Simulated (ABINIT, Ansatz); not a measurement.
# A GW chain in ABINIT: PNO (Cc)

How does a plane-wave GW calculation on PNO (Cc) run from the first input to the gap?

Program: ABINIT 10.8.3. Level of theory: LDA and many-body steps on it, plane waves. Results are calculated unless marked as measured.

## (1) Set-up

The structure is monoclinic, space group Cc (No. 9). The conventional cell has a = 6.556 Å, b = 6.572 Å, c = 4.620 Å, α = 90.00°, β = 130.96°, γ = 90.00°. Nearest to P lie 2 N at 1.55 Å and 2 O at 1.60 Å. N has 2 P at 1.55 Å nearest. Nearest to O lie 2 P at 1.60 Å. Farther neighbours and most contacts between anions are not listed.

The cell and positions are those that the Materials Project relaxed with its own functionals (PBE, PBE+U or r2SCAN), kept fixed.

## (2) Ground state

This step: ABINIT 10.8.3; DFT, LDA, plane waves, norm-conserving pseudopotentials.

The ground-state density comes first.

The input, run.abi:

```
acell 3*1.0 Angstrom
rprim 
  3.278002254000 -3.286113380400 0.000000000000
  3.278002254000 3.286113380400 0.000000000000
  -3.028551860300 0.000000000000 3.488865954800
ntypat 3
znucl 15 7 8
natom 6
typat 1 1 2 2 3 3
xred 
  0.730409600000 0.010313920000 0.000167090000
  0.010313920000 0.730409600000 0.500167090000
  0.742864730000 0.382544620000 0.249632690000
  0.382544620000 0.742864730000 0.749632690000
  0.883089610000 0.000777520000 0.750200220000
  0.000777520000 0.883089610000 0.250200220000
pp_dirpath "pseudos"
pseudos "P.upf, N.upf, O.upf"
ecut 36
ngkpt 6 6 6
nshiftk 1
shiftk 0 0 0
kptopt 1
chksymbreak 0
nband 23
occopt 1
tolvrs 1e-10
nstep 60
prtwf 0
optforces 0
optstress 0
indata_prefix "in"
outdata_prefix "out"
tmpdata_prefix "tmp"
```

Run with:

```console
$ OMP_NUM_THREADS=1 mpirun -n 4 abinit run.abi > log
```

Numbers of over 12 decimals in the logs are rounded to 6 here.

Output:

```text
.Version 10.8.3 of ABINIT. v10.8.2 released Aug 2026.

 Symmetries : space group Cc (#  9); Bravais mC (1-face-center monocl.)
================================================================================
 Values of the parameters that define the memory need of the present run
     intxc =       0    ionmov =       0      iscf =       7    lmnmax =       6
     lnmax =       6     mgfft =      48  mpssoang =       3    mqgrid =    3001
     natom =       6  nloc_mem =       1    nspden =       1   nspinor =       1
    nsppol =       1      nsym =       2    n1xccc =    2501    ntypat =       3
    occopt =       1   xclevel =       1
-    mband =          23        mffmem =           1         mkmem =          17
       mpw =        5251          nfft =      110592          nkpt =          68
================================================================================
  Rough estimation (10% accuracy) of disk space for files :
================================================================================

--------------------------------------------------------------------------------
------------- Echo of variables that govern the present computation ------------
--------------------------------------------------------------------------------
 -outvars: echo values of preprocessed input variables --------
            acell      1.8897261259E+00  1.8897261259E+00  1.8897261259E+00 Bohr

      chksymbreak           0
             ecut      3.60000000E+01 Hartree
-          fftalg         312

              ixc       -1012
              kpt      0.00000000E+00  0.00000000E+00  0.00000000E+00
                       1.66666667E-01  0.00000000E+00  0.00000000E+00
                       3.33333333E-01  0.00000000E+00  0.00000000E+00
                       5.00000000E-01  0.00000000E+00  0.00000000E+00
                       1.66666667E-01  1.66666667E-01  0.00000000E+00
                       3.33333333E-01  1.66666667E-01  0.00000000E+00
                       5.00000000E-01  1.66666667E-01  0.00000000E+00
                      -3.33333333E-01  1.66666667E-01  0.00000000E+00
                      -1.66666667E-01  1.66666667E-01  0.00000000E+00
   [... 39 further rows ...]
                      -1.66666667E-01  3.33333333E-01  3.33333333E-01
                       5.00000000E-01  5.00000000E-01  3.33333333E-01
                       outvar_i_n : Printing only first  50 k-points.
         kptrlatt        6    0    0      0    6    0      0    0    6
          kptrlen      5.23831003E+01
P           mkmem          17
            natom           6
            nband          23
            ngfft          48      48      48
             nkpt          68
            nstep          60
             nsym           2
           ntypat           3
              occ      2.000000  2.000000  2.000000  2.000000  2.000000  2.000000
                       2.000000  2.000000  2.000000  2.000000  2.000000  2.000000
                       2.000000  2.000000  2.000000  2.000000  0.000000  0.000000
                       0.000000  0.000000  0.000000  0.000000  0.000000
        optforces           0
        optstress           0
            prtwf           0
            rprim      3.2780022540E+00 -3.2861133804E+00  0.0000000000E+00
[...]
spgroup           9

           tolvrs      1.00000000E-10

             xred      7.3040960000E-01  1.0313920000E-02  1.6709000000E-04
[...]
znucl       15.00000    7.00000    8.00000

================================================================================

 chkinp: Checking input parameters for consistency.

================================================================================
== DATASET  1 ==================================================================
-   mpi_nproc: 4, omp_nthreads: 1 (-1 if OMP is not activated)

--- !DatasetInfo
iteration_state: {dtset: 1, }
dimensions: {natom: 6, nkpt: 68, mband: 23, nsppol: 1, nspinor: 1, nspden: 1, mpw: 5251, }
cutoff_energies: {ecut:  36.0, pawecutdg:  -1.0, }
electrons: {nelect:   3.20000000E+01, charge:   0.00000000E+00, occopt:   1.00000000E+00, tsmear:   1.00000000E-02, }

 Real(R)+Recip(G) space primitive vectors, cartesian coordinates (Bohr,Bohr^-1):
 R(1)=  6.1945265 -6.2098543  0.0000000  G(1)=  0.0807164 -0.0805172  0.0700669
 R(2)=  6.1945265  6.2098543  0.0000000  G(2)=  0.0807164  0.0805172  0.0700669
 R(3)= -5.7231336  0.0000000  6.5930011  G(3)=  0.0000000  0.0000000  0.1516760
 Unit cell volume ucvol=  5.0722736E+02 bohr^3
 Angles (23,13,12)=  1.17578149E+02  1.17578149E+02  9.01415981E+01 degrees

 getcut: wavevector=  0.0000  0.0000  0.0000  ngfft=  48  48  48
         ecut(hartree)=     36.000   => boxcut(ratio)=   2.02615

--- Pseudopotential description ------------------------------------------------
- P Generated using ONCVPSP code by D. R. Hamann
- 15.00000   5.00000  180309                  znucl, zion, pspdat
12 -1012 2 -1 1298                            pspcod,pspxc,lmax,lloc,mmax
     nproj     2     2     2
  pspatm : epsatm=    7.03163270
         --- l  ekb(1:nproj) -->
[...]
pspatm: atomic psp has been read  and splines computed

- N Generated using ONCVPSP code by D. R. Hamann
-  7.00000   5.00000  180309                  znucl, zion, pspdat
12 -1012 1 -1 1058                            pspcod,pspxc,lmax,lloc,mmax
     nproj     2     2     0
  pspatm : epsatm=    5.30777321
         --- l  ekb(1:nproj) -->
[...]
pspatm: atomic psp has been read  and splines computed

- O Generated using ONCVPSP code by D. R. Hamann
-  8.00000   6.00000  201201                  znucl, zion, pspdat
12 -1012 2 -1 926                             pspcod,pspxc,lmax,lloc,mmax
     nproj     2     2     1
  pspatm : epsatm=    6.27558587
         --- l  ekb(1:nproj) -->
[...]
2   -1.033686
 pspatm: atomic psp has been read  and splines computed

   1.19135947E+03                                ecore*ucvol(ha*bohr**3)
--------------------------------------------------------------------------------

_setup2: Arith. and geom. avg. npw (full set) are    5232.662    5232.656

================================================================================

--- !BeginCycle
iteration_state: {dtset: 1, }
solver: {iscf: 7, nstep: 60, nline: 4, wfoptalg: 0, }
tolerances: {tolvrs: 1.00E-10, }

     iter   Etot(hartree)      deltaE(h)  residm     vres2
 ETOT  1  -67.332334654529    -6.733E+01 6.472E-02 1.253E+03
 ETOT  2  -67.461112904683    -1.288E-01 4.663E-02 8.875E+02
 ETOT  3  -67.765692074460    -3.046E-01 1.556E-02 5.363E+00
 ETOT  4  -67.767214176252    -1.522E-03 5.701E-03 2.036E-01
 ETOT  5  -67.767224689094    -1.051E-05 1.842E-03 3.338E-02
 ETOT  6  -67.767230366268    -5.677E-06 2.160E-03 1.265E-02
 ETOT  7  -67.767232274507    -1.908E-06 1.380E-03 2.894E-04
 ETOT  8  -67.767232321141    -4.663E-08 1.829E-03 1.366E-05
 ETOT  9  -67.767232322335    -1.194E-09 1.063E-03 2.441E-07
 ETOT 10  -67.767232322354    -1.916E-11 1.259E-03 2.374E-08
 ETOT 11  -67.767232322357    -2.473E-12 7.442E-04 1.616E-09
 ETOT 12  -67.767232322356     8.242E-13 9.511E-04 3.912E-11

 At SCF step   12       vres2   =  3.91E-11 < tolvrs=  1.00E-10 =>converged.

--- !ResultsGS
iteration_state: {dtset: 1, }
comment   : Summary of ground state results
lattice_vectors:
- [  6.1945265,  -6.2098543,   0.0000000, ]
- [  6.1945265,   6.2098543,   0.0000000, ]
- [ -5.7231336,   0.0000000,   6.5930011, ]
lattice_lengths: [   8.77123,    8.77123,    8.73052, ]
lattice_angles: [117.578, 117.578,  90.142, ] # degrees, (23, 13, 12)
lattice_volume:   5.0722736E+02
convergence: {deltae:  8.242E-13, res2:  3.912E-11, residm:  9.511E-04, diffor:  0.000E+00, }
etotal    :  -6.77672323E+01
entropy   :   0.00000000E+00
fermie    :   7.34964566E-02
cartesian_stress_tensor: null
pressure_GPa: null
xred      :
- [  7.3041E-01,   1.0314E-02,   1.6709E-04,  P]
- [  1.0314E-02,   7.3041E-01,   5.0017E-01,  P]
- [  7.4286E-01,   3.8254E-01,   2.4963E-01,  N]
- [  3.8254E-01,   7.4286E-01,   7.4963E-01,  N]
- [  8.8309E-01,   7.7752E-04,   7.5020E-01,  O]
- [  7.7752E-04,   8.8309E-01,   2.5020E-01,  O]
cartesian_forces: null
force_length_stats: {min: null, max: null, mean: null, }

 Integrated electronic density in atomic spheres:
 ------------------------------------------------
 Atom  Sphere_radius  Integrated_density
[...]
================================================================================

 ----iterations are completed or convergence reached----

 Mean square residual over all n,k,spin=   22.275E-07; max=  95.107E-05
 reduced coordinates (array xred) for    6 atoms
[...]
0.010313920000      0.730409600000      0.500167090000
       0.742864730000      0.382544620000      0.249632690000
       0.382544620000      0.742864730000      0.749632690000
       0.883089610000      0.000777520000      0.750200220000
       0.000777520000      0.883089610000      0.250200220000
 rms dE/dt=  0.0000E+00; max dE/dt=  0.0000E+00; dE/dt below (all hartree)
    1       0.000000000000      0.000000000000      0.000000000000
    2       0.000000000000      0.000000000000      0.000000000000
    3       0.000000000000      0.000000000000      0.000000000000
    4       0.000000000000      0.000000000000      0.000000000000
    5       0.000000000000      0.000000000000      0.000000000000
    6       0.000000000000      0.000000000000      0.000000000000

 cartesian coordinates (angstrom) at end:
    1      2.427587    -2.366316     0.000582955
    2      0.913311     2.366316     1.745016
    3      2.933069    -1.184053     0.870935
    4      1.418793     1.184053     2.615368
    5      0.625298    -2.899378     2.617348
    6      2.139574     2.899378     0.872915
 length scales=  1.889726125908  1.889726125908  1.889726125908 bohr
              =  1.000000000000  1.000000000000  1.000000000000 angstroms
 prteigrs : about to open file out_EIG
 Fermi (or HOMO) energy (hartree) =   0.07350   Average Vxc (hartree)=  -0.36269
 Eigenvalues (hartree) for nkpt=  68  k points:
 kpt#   1, nband= 23, wtk=  0.00463, kpt=  0.0000  0.0000  0.0000 (reduced coord)
  -0.74320   -0.64812   -0.52158   -0.46041   -0.43847   -0.25704   -0.24169   -0.21458
  -0.10663   -0.07696   -0.05318   -0.03773    0.00124    0.00570    0.05172    0.05370
   0.25803    0.27369    0.34851    0.37689    0.38782    0.44024    0.44302
 prteigrs : prtvol=0 or 1, do not print more k-points.

--- !EnergyTerms
iteration_state     : {dtset: 1, }
comment             : Components of total free energy in Hartree
kinetic             :  4.31826797501565E+01
hartree             :  2.38023673037214E+01
xc                  : -1.88032326366291E+01
Ewald energy        : -4.11461899459352E+01
psp_core            :  2.34876815174364E+00
local_psp           : -7.09234291867994E+01
non_local_psp       : -6.22819575861398E+00
total_energy        : -6.77672323223561E+01
total_energy_eV     : -1.84404033354476E+03
band_energy         : -7.43399037514782E+00

== END DATASET(S) ==============================================================
================================================================================

 -outvars: echo values of variables after computation  --------
           etotal     -6.7767232322E+01
            nband          23
             nkpt          68
          spgroup           9
 [... the other variables as echoed above ...]

 Calculation completed.
```

Elapsed: 2.3 min, on 4 MPI ranks of Arm Neoverse N1, shared host; peak memory 0.46 GiB; 9.3 min of CPU time.

This step gave:

```
total energy               : -1844.0403 eV
gap                        : 5.021 eV
k of the valence top       : 0.5, 0.5, 0
k of the conduction bottom : 0, 0, 0
least direct gap           : 5.560 eV
```

The gap is indirect, with the least direct gap 0.54 eV higher.

[end of part 1 of 3]

[Paths, hosts, dates, memory and timing lines, banners, echoed tables and standing remarks are left out of the program output.]

[Logs are printed without paths, hosts, clocks, repeated set-up lines and the standing remarks that a program may print on its own settings, such as how far it seeks lower states.]

[Runs of the session that timed out or met a known fault of the program may be left out.]

[Hosts, paths, dates, database ids (printed as entryN), source tags and the programs' standing remarks are cut or masked in the printed files.]

[G0W0 gaps are taken among the corrected bands and points alone; a level outside them can change the order at an edge.]

[Where Ansatz stands beside ABINIT at settings called matched, ABINIT's density can come from a denser mesh and the files from another edition; pairs whose starting gaps differed by over 0.03 eV were left out, so agreement reads better than it is.]
